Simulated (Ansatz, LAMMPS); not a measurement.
## A frame of liquid mixture of dimethyl sulfoxide and H2O from 300 K (89 atoms): geometry optimisation

Wanted: the relaxed structure of a frame of liquid mixture of dimethyl sulfoxide and H2O from 300 K (89 atoms) and its electronic structure.

Program: Ansatz 0.2.0. Level of theory: Kohn-Sham DFT, PBE+D4, PAW (set soft_2), plane waves. Results are calculated unless marked as measured.

**1. Set-up**

The cell holds 89 atoms: 16 C, 8 S, 11 O and 54 H. Cell: a = 10.111 Å, b = 10.111 Å, c = 10.111 Å, α = 90.0°, β = 90.0°, γ = 90.0°. 8 dimethyl sulfoxide, 3 H2O placed at random, at 1.09 g/cm³; overlaps pushed apart, then 10 ps at 450 K with MMFF94 bonds, angles, torsions, charges and radii (Halgren, J. Comput. Chem. 17, 490 (1996)) in harmonic and 12-6 forms; SPC/E water (Berendsen, Grigera and Straatsma, J. Phys. Chem. 91, 6269 (1987)). Snapshot after 20 ps at 300 K and fixed volume.

Before any run, some limits are plain. The network of contacts between molecules at the start is that of the classical potential that made the cell. The density was typed from a rule of thumb and may lie off the real one at this temperature. The Brillouin zone is sampled at Γ only, in a cell whose shortest periodic width is 10 Å.

**2. Making the structure**

A classical potential supplies the starting structure, since it reaches far longer times than DFT.

This step: classical MD, MMFF94 bonds, angles, torsions, charges and radii (Halgren, J. Comput. Chem. 17, 490 (1996)) in harmonic and 12-6 forms; SPC/E water (Berendsen, Grigera and Straatsma, J. Phys. Chem. 91, 6269 (1987)) (LAMMPS 22 Jul 2025 - Update 4).

in.lmp reads:

```
# liquid mixture of dimethyl sulfoxide and H2O
units real
atom_style full
boundary p p p
bond_style harmonic
angle_style harmonic
dihedral_style opls
improper_style harmonic
special_bonds lj 0 0 0.5 coul 0 0 0.75
read_data data.lmp
neigh_modify delay 0 every 1 check yes one 4000
comm_modify cutoff 12.0
timestep 0.5
thermo_style custom step time temp pe press density
thermo_modify norm yes
# push overlapping molecules apart
pair_style soft 2.6
pair_coeff * * 0.0
variable a equal ramp(1,60)
fix ad all adapt 1 pair soft a * * v_a
velocity all create 450 514911 mom yes dist gaussian
fix lim all nve/limit 0.03
fix lan all langevin 450 450 50 514912 zero yes
thermo 1000
run 3000 post no
unfix ad
pair_style lj/cut/coul/long 9.0
pair_modify mix arithmetic tail yes
pair_coeff 1 1 0.0678 3.3680   # C
pair_coeff 2 2 0.2681 3.6400   # S
pair_coeff 3 3 0.0763 2.9870   # O
pair_coeff 4 4 0.0216 2.5400   # H
pair_coeff 5 5 0.1553 3.1660   # O
pair_coeff 6 6 0.0000 1.0000   # H
# [... 19 lines left out ...]
compute msd all msd com yes
thermo 5000
fix md all nvt temp 300 300 100
run 20000 post no
print "== T300: mean square displacement over the hold $(c_msd[4]:%.2f) A^2"
unfix md
uncompute msd
write_dump all custom T300.dump id type xs ys zs modify sort id
```

Launch:

```
> lmp -in in.lmp -log none -nocite
```

Numbers of over 12 decimals in the logs are rounded to 6 here.

Output:

```text
LAMMPS (22 Jul 2025 - Update 4)
Reading data file ...
  orthogonal box = (0 0 0) to (10.1107 10.1107 10.1107)
  89 atoms
  orthogonal box = (0 0 0) to (10.1107 10.1107 10.1107)
  78 bonds
  123 angles
  96 dihedrals
WARNING: Bond/angle/dihedral extent > half of periodic box length
   Step          Time           Temp          PotEng         Press         Density
         0   0              450            0.21185326     8490.7239      1.0909991
      1000   500            468.46355      1.3918972      19057.856      1.0909991
      2000   1000           471.70705      1.1220188      14175.592      1.0909991
      3000   1500           432.87918      1.0731396      21541.993      1.0909991
WARNING: Bond/angle/dihedral extent > half of periodic box length
Loop time of 0.166545 s on 1 MPI rank(s) for 3000 steps with 89 atoms
PPPM initialization ...
  G vector (1/distance) = 0.27868091
  grid = 5 5 5
[... 31 lines left out ...]
Loop time of 2.91458 s on 1 MPI rank(s) for 10000 steps with 89 atoms
WARNING: Bond/angle/dihedral extent > half of periodic box length
   Step          Time           Temp          PotEng         Press         Density
[... 4 lines left out ...]
WARNING: Bond/angle/dihedral extent > half of periodic box length
Loop time of 1.45035 s on 1 MPI rank(s) for 5000 steps with 89 atoms
WARNING: Bond/angle/dihedral extent > half of periodic box length
   Step          Time           Temp          PotEng         Press         Density
[... 2 lines left out ...]
     25000   24000          312.9953      -1.024301      -1075.2194      1.0909991
     30000   29000          315.71887     -0.84326793     3976.2525      1.0909991
     35000   34000          310.36583     -0.67868846    -2460.8029      1.0909991
     37000   36000          295.39593     -0.85215021    -6482.4136      1.0909991
WARNING: Bond/angle/dihedral extent > half of periodic box length
Loop time of 5.66758 s on 1 MPI rank(s) for 20000 steps with 89 atoms
== T300: mean square displacement over the hold 6.35 A^2
```

Wall time 11 s (1 thread of Arm Neoverse V2, shared host); peak memory 0.12 GiB.

The input also reads data.lmp (atoms, bonds and types; not printed here).

**3. Single point at the start**

The forces at the start show how far the geometry lies from a minimum of this functional.

input.yaml reads:

```yaml
crystal:
  lattice:
    - [10.1107, 0.0, 0.0]
    - [0.0, 10.1107, 0.0]
    - [0.0, 0.0, 10.1107]
  atoms:
    - { symbol: C, position: [0.46122, 0.15246, 0.61303] }
    - { symbol: S, position: [0.38061, 0.31713, 0.60158] }
    - { symbol: C, position: [0.23969, 0.25899, 0.50904] }
    - { symbol: O, position: [0.33383, 0.34204, 0.7351] }
    - { symbol: H, position: [0.47171, 0.12092, 0.50628] }
    - { symbol: H, position: [0.38734, 0.08965, 0.67101] }
    - { symbol: H, position: [0.56437, 0.15655, 0.65803] }
    - { symbol: H, position: [0.17936, 0.34262, 0.47994] }
    - { symbol: H, position: [0.17134, 0.19459, 0.56898] }
    - { symbol: H, position: [0.265, 0.20014, 0.42036] }
    - { symbol: C, position: [0.10293, 0.44634, 0.95534] }
    - { symbol: S, position: [0.21344, 0.48498, 0.09018] }
    - { symbol: C, position: [0.12686, 0.6397, 0.1333] }
    - { symbol: O, position: [0.18747, 0.37832, 0.19314] }
    - { symbol: H, position: [0.11343, 0.3434, 0.92176] }
    - { symbol: H, position: [0.131, 0.50729, 0.87106] }
    - { symbol: H, position: [0.00119, 0.46638, 0.99394] }
    - { symbol: H, position: [0.19237, 0.6862, 0.19921] }
    - { symbol: H, position: [0.02913, 0.6062, 0.18585] }
    - { symbol: H, position: [0.11814, 0.69653, 0.03898] }
    - { symbol: C, position: [0.26891, 0.00216, 0.20208] }
    - { symbol: S, position: [0.35217, 0.96323, 0.04968] }
    - { symbol: C, position: [0.36724, 0.13811, 0.996] }
    - { symbol: O, position: [0.48557, 0.9113, 0.08299] }
    - { symbol: H, position: [0.21327, 0.91653, 0.2382] }
    - { symbol: H, position: [0.20635, 0.09191, 0.19422] }
    - { symbol: H, position: [0.34732, 0.01794, 0.27287] }
    - { symbol: H, position: [0.4346, 0.13982, 0.91385] }
    - { symbol: H, position: [0.39491, 0.21294, 0.07525] }
    - { symbol: H, position: [0.2685, 0.16669, 0.9645] }
    - { symbol: C, position: [0.12619, 0.69455, 0.64194] }
    - { symbol: S, position: [0.01736, 0.67469, 0.5061] }
    - { symbol: C, position: [0.94556, 0.53132, 0.574] }
    - { symbol: O, position: [0.91996, 0.7869, 0.52384] }
    - { symbol: H, position: [0.17098, 0.78862, 0.63369] }
    - { symbol: H, position: [0.20374, 0.61749, 0.63367] }
    - { symbol: H, position: [0.07406, 0.68554, 0.73751] }
    - { symbol: H, position: [0.02129, 0.45994, 0.58325] }
    - { symbol: H, position: [0.86675, 0.50478, 0.49443] }
    - { symbol: H, position: [0.90274, 0.55545, 0.67484] }
    - { symbol: C, position: [0.62339, 0.19251, 0.22806] }
    - { symbol: S, position: [0.72842, 0.2291, 0.37601] }
    - { symbol: C, position: [0.86322, 0.31113, 0.29023] }
    - { symbol: O, position: [0.66145, 0.33605, 0.4576] }
    - { symbol: H, position: [0.59705, 0.28625, 0.18174] }
    - { symbol: H, position: [0.5386, 0.13304, 0.26249] }
    - { symbol: H, position: [0.67698, 0.13181, 0.15114] }
    - { symbol: H, position: [0.92591, 0.34234, 0.37043] }
    - { symbol: H, position: [0.82525, 0.40235, 0.25034] }
    - { symbol: H, position: [0.92452, 0.2564, 0.22309] }
    - { symbol: C, position: [0.57272, 0.3893, 0.89247] }
    - { symbol: S, position: [0.66035, 0.54454, 0.88504] }
    - { symbol: C, position: [0.51332, 0.64303, 0.83405] }
    - { symbol: O, position: [0.69742, 0.56356, 0.0311] }
    - { symbol: H, position: [0.47911, 0.39855, 0.93956] }
    - { symbol: H, position: [0.64128, 0.3238, 0.95101] }
    - { symbol: H, position: [0.56219, 0.35626, 0.78978] }
    - { symbol: H, position: [0.54415, 0.74327, 0.80327] }
    - { symbol: H, position: [0.44161, 0.64511, 0.91169] }
    - { symbol: H, position: [0.46238, 0.59077, 0.74642] }
    - { symbol: C, position: [0.80824, 0.92563, 0.78845] }
    - { symbol: S, position: [0.96195, 0.00364, 0.79829] }
    - { symbol: C, position: [0.88792, 0.14334, 0.71694] }
    - { symbol: O, position: [0.97574, 0.03858, 0.94206] }
    - { symbol: H, position: [0.76882, 0.93103, 0.68403] }
    - { symbol: H, position: [0.73669, 0.9726, 0.85452] }
    - { symbol: H, position: [0.82347, 0.82809, 0.81176] }
    - { symbol: H, position: [0.8757, 0.12171, 0.61481] }
    - { symbol: H, position: [0.9643, 0.21795, 0.71422] }
    - { symbol: H, position: [0.79656, 0.17943, 0.75956] }
    - { symbol: C, position: [0.48957, 0.6163, 0.28275] }
    - { symbol: S, position: [0.50411, 0.66928, 0.45346] }
    - { symbol: C, position: [0.63604, 0.78768, 0.43959] }
    - { symbol: O, position: [0.38922, 0.75356, 0.48952] }
    - { symbol: H, position: [0.55351, 0.52108, 0.2691] }
    - { symbol: H, position: [0.51266, 0.70036, 0.21798] }
    - { symbol: H, position: [0.3902, 0.57486, 0.2691] }
    - { symbol: H, position: [0.61163, 0.86922, 0.374] }
    - { symbol: H, position: [0.72356, 0.73548, 0.40195] }
    - { symbol: H, position: [0.65212, 0.82689, 0.54666] }
    - { symbol: O, position: [0.95468, 0.8999, 0.16261] }
    - { symbol: H, position: [0.85944, 0.87551, 0.1518] }
    - { symbol: H, position: [0.98474, 0.95123, 0.0836] }
    - { symbol: O, position: [0.99803, 0.01556, 0.4123] }
    - { symbol: H, position: [0.97212, 0.98671, 0.32131] }
    - { symbol: H, position: [0.97033, 0.94684, 0.47781] }
    - { symbol: O, position: [0.71627, 0.80889, 0.12089] }
    - { symbol: H, position: [0.63339, 0.85904, 0.10094] }
    - { symbol: H, position: [0.7003, 0.71219, 0.1076] }
kpoints:
  mp_grid: { grid: [1, 1, 1] }
hamiltonian:
  xc: pbe
  dispersion: d4
scf:
  occupations: { method: fixed }
output:
  forces: true
  stress: true
  populations: true
  dos:
    method: { smearing: { sigma: 0.15 } }
    de: 0.1
    projected: { site_lists: { C: [C], H: [H], O: [O], S: [S] } }
  eigenvalues: true
```

Launch:

```
> ansatz run input.yaml --threads 4 --pin off --max-ram 8192MiB --backend cpu --events-out ev --progress --plain --runs-dir out
```

Output:

```text
Engine: ansatz 0.2.0, aarch64-unknown-linux-gnu
Pseudopotentials: kind: paw
Pseudopotential: C, paw, valence charge 4, recommended cutoff 420 eV (normal), C.paw.azcp
Pseudopotential: S, paw, valence charge 6, recommended cutoff 420 eV (normal), S.paw.azcp
Pseudopotential: O, paw, valence charge 6, recommended cutoff 420 eV (normal), O.paw.azcp
Pseudopotential: H, paw, valence charge 1, recommended cutoff 420 eV (normal), H.paw.azcp
[... 5 lines on functional and potentials left out ...]
Crystal: 89 atoms, lattice volume = 1033.579 Å³
Basis set: ecut = 420 eV, 20197 PW (Γ), exchange–correlation on 144×144×144 points (8 copies of the dense FFT grid, shifted against one another)
Bands: 205, of which v1, the nominal top of the filled ones, is band 116 counted from 1 (115 counted from 0)
Symmetry: 1 space group operations
Space group: P1 (ITA 1), of the structure as read, at distance tolerance 1.0e-4 Å
k-points: 1
[... 9 lines on functional and potentials left out ...]
Initial density: superposition of atomic densities (neutral atoms: chi_scale 0, normalization atom), corrected by the library's trained network
Initial wavefunctions: pseudopotential atomic-orbital guess
Functional: x = pbe(κ = 0.804, μ = 0.219515), c = pbe(β = 0.066725)
SCF iter   1: F=—  HF=-18334.599062 eV  |F-HF|=—  |Δ(HF+E_count)|=         —  Δρ=7.26e-3  dr2=6.85e-1  ethr=1.77e-3  ⟨swp⟩=5.0  Hψ=750  notcnv=0  defer=87
preconditioner: auto → Resta (q_TF=auto, 2.127 Å⁻¹)  ε∞=2.5  [insulator: Δε(μ)=4.118 eV  Ē_g=13.883 eV  n_scr=170 (ndim 8)  ℏωp=17.0 eV  f_vac=0.206  ε∞_Penn≈2.5]
SCF iter   2: F=—  HF=-18334.454073 eV  |F-HF|=—  |Δ(HF+E_count)|=   1.45e-1  Δρ=4.45e-3  dr2=1.37e-1  ethr=2.95e-4  ⟨swp⟩=3.0  Hψ=357  notcnv=0  defer=86
SCF iter   3: F=—  HF=-18334.433824 eV  |F-HF|=—  |Δ(HF+E_count)|=   2.02e-2  Δρ=1.58e-3  dr2=3.23e-2  ethr=5.89e-5  ⟨swp⟩=3.0  Hψ=239  notcnv=0  defer=87
SCF iter   4: F=—  HF=-18334.432984 eV  |F-HF|=—  |Δ(HF+E_count)|=   8.39e-4  Δρ=6.52e-4  dr2=6.00e-3  ethr=1.39e-5  ⟨swp⟩=3.0  Hψ=165  notcnv=0  defer=87
SCF iter   5: F=—  HF=-18334.432553 eV  |F-HF|=—  |Δ(HF+E_count)|=   4.31e-4  Δρ=2.50e-4  dr2=8.01e-4  ethr=2.59e-6  ⟨swp⟩=3.0  Hψ=233  notcnv=0  defer=87
SCF iter   6: F=—  HF=-18334.432507 eV  |F-HF|=—  |Δ(HF+E_count)|=   4.56e-5  Δρ=9.29e-5  dr2=1.01e-4  ethr=3.45e-7  ⟨swp⟩=2.0  Hψ=348  notcnv=0  defer=87
SCF iter   7: F=—  HF=-18334.432519 eV  |F-HF|=—  |Δ(HF+E_count)|=   1.17e-5  Δρ=3.95e-5  dr2=1.56e-5  ethr=4.34e-8  ⟨swp⟩=2.0  Hψ=236  notcnv=0  defer=86
SCF iter   8: F=—  HF=-18334.432982 eV  |F-HF|=—  |Δ(HF+E_count)|=   4.63e-4  Δρ=1.33e-5  dr2=1.84e-6  ethr=6.73e-9  ⟨swp⟩=2.0  Hψ=230  notcnv=0  defer=85
SCF iter   9: F=—  HF=-18334.432982 eV  |F-HF|=—  |Δ(HF+E_count)|=   6.04e-7  Δρ=5.18e-6  dr2=2.48e-7  ethr=7.91e-10  ⟨swp⟩=2.0  Hψ=230  notcnv=0  defer=85
SCF iter  10: F=-18334.432983 eV  HF=-18334.432983 eV  |F-HF|=4.54e-9  |Δ(HF+E_count)|=   1.42e-7  Δρ=2.35e-6  dr2=5.37e-8  ethr=4.31e-11  ⟨swp⟩=17.0  Hψ=1478  notcnv=0
SCF 1 converged in 10 iterations: F = -18334.432983 eV  dr2 = 5.37e-8
  greatest PAW one-centre occupation: 0.878 electrons in one spin orbital (limit 2), on the O atom at site 3 (counted from 0), in its partial waves of l = 0
SCF converged after 10 iterations
Free energy (F): -18334.432983 eV
Harris-Foulkes:  -18334.432983 eV  (|F-HF|=4.54e-9)
Internal energy: -18334.432983 eV  (E = F + TS)
E sigma→0 (E₀):  -18334.432983 eV
Fermi energy:    0.068056 eV
--- Per-component energies (eV) ---
  E_band       = -1735.389542
  E_kinetic    = 5001.928138
  E_local      = -14579.747731  (includes V_loc(G=0)·N_el)
  E_nonlocal   = 1281.701102
  E_hartree    = 5226.541040
  E_xc         = -2840.303325
  E_vxc        = -3308.503063  (∫ρ·V_xc dr)
  E_paw        = -8164.315074  (= ΣΔE_a)
  E_vpaw       = -583.805812  (= ΣTr[D̂ρ^β])
  E_aug_tail   = -0.044359  (compensation charges beyond the density's cutoff)
  E_ewald      = -4255.836462
  E_disp       = -4.356313  (pairwise vdW)
  E_smearing   = -0.000000  (= −TS)
  E_closure    = -0.000000  (closes the sum)
  Σ components = -18334.432983   (vs F -18334.432983, Δ=0.00e0)
--- Forces (eV/Å), atoms counted from 1 ---
  atom   1  C     -0.01172332    -0.38849670    -0.53975570
  atom   2  S      1.22967654    -1.26975414    -2.42092541
  atom   3  C     -0.95846855    -1.23994114     0.00018105
  atom   4  O     -1.37781753     1.02548118     2.86333961
  atom   5  H     -0.07772720    -0.12280708     1.09250487
  atom   6  H      1.03243349     0.49567802    -0.72910475
  atom   7  H     -1.31185159     0.15286459    -0.35941559
  atom   8  H      0.06718748     0.50155158    -0.31869002
  atom   9  H      0.80116420     0.31017196    -0.09431974
  atom  10  H      0.10508149     0.43219319     0.19387436
  atom  11  C     -0.68784397    -0.14178713     0.04373844
  atom  12  S     -0.14145501    -0.61581022    -0.12799567
  atom  13  C     -1.68534343    -1.85023054    -0.46618618
  atom  14  O      0.11305237     0.59706476     0.00049914
[...]
atom  88  H      0.66716383    -0.74007024     0.20300892
  atom  89  H      0.11121789     0.75588163    -0.35699119
  max |Σ_I F_I| component: 1.43e-4 eV/Å
--- Stress (GPa, compression-positive) ---
        0.758957       0.331390       0.050698
        0.331390       0.436845       0.056844
        0.050697       0.056845      -0.516729
  P = ⅓ Tr σ = 0.2264 GPa (2.264 kbar)
--- Band table (eV) ---
  k-point 0: bands = ["-21.1682", "-21.1345", "-20.8777", "-20.5813", [... 189 levels ...], "9.7456", "9.8106", "9.8691", "10.0141", "10.0761", "10.1589", "10.1994", "10.3241", "10.4128", "10.4406", "10.4454", "10.5756"]
--- Löwdin populations: 89 sites ---
  site symbol       q [e]
     0      C      4.5544
     1      S      4.7576
     2      C      4.5936
[...]
88      H      0.6219
  spilling = 0.017795 (of n_electrons = 232.000000)
```

It took 7.5 s on 4 threads of Arm Neoverse V2, shared host; peak memory 1 GiB; 29 s of CPU time.

The run gave:

* free energy: -18334.4330 eV
* free energy per atom: -206.0049 eV/atom
* SCF cycles: 10
* pressure: 0.2264 GPa
* r.m.s. force component: 0.7411 eV/Å
* longest force: 3.339 eV/Å
* Fermi energy: 0.06806 eV
* gap (highest filled to lowest empty level): 3.586 eV
* spilling of the projection: 0.01779

The r.m.s. force component of 0.74 eV/Å and the pressure of 0.23 GPa set the starting point.

Neighbours are counted within 1.34 Å (H-C), 1.21 Å (H-O), 2.21 Å (C-S), 1.93 Å (O-S).

Length of the force by element and coordination:

```
element  coordination  atoms  mean length of the force (eV/Å)  spread  least   most
      C           all     16                             1.57   0.722  0.540   3.15
      H           all     54                            0.930   0.546  0.283   2.85
      O           all     11                            0.979   0.808  0.438   3.34
      O             1      8                             1.12   0.903  0.438   3.34
      O             2      3                            0.592   0.118  0.471  0.752
      S           all      8                             1.30   0.751  0.645   3.00
```

(Part 1 of 3 ends here.)

[Logs are printed without paths, hosts, clocks, repeated set-up lines and the standing remarks that a program may print on its own settings, such as how far it seeks lower states.]

[Hosts, paths, dates, database ids (printed as entryN), source tags and the programs' standing remarks are cut or masked in the printed files.]

[The MMFF94 radii named for the starting cell were scaled by 0.96; in molecules described by MMFF94, hydrogen bound to N, O or S took a small fixed 12-6 site in their place.]
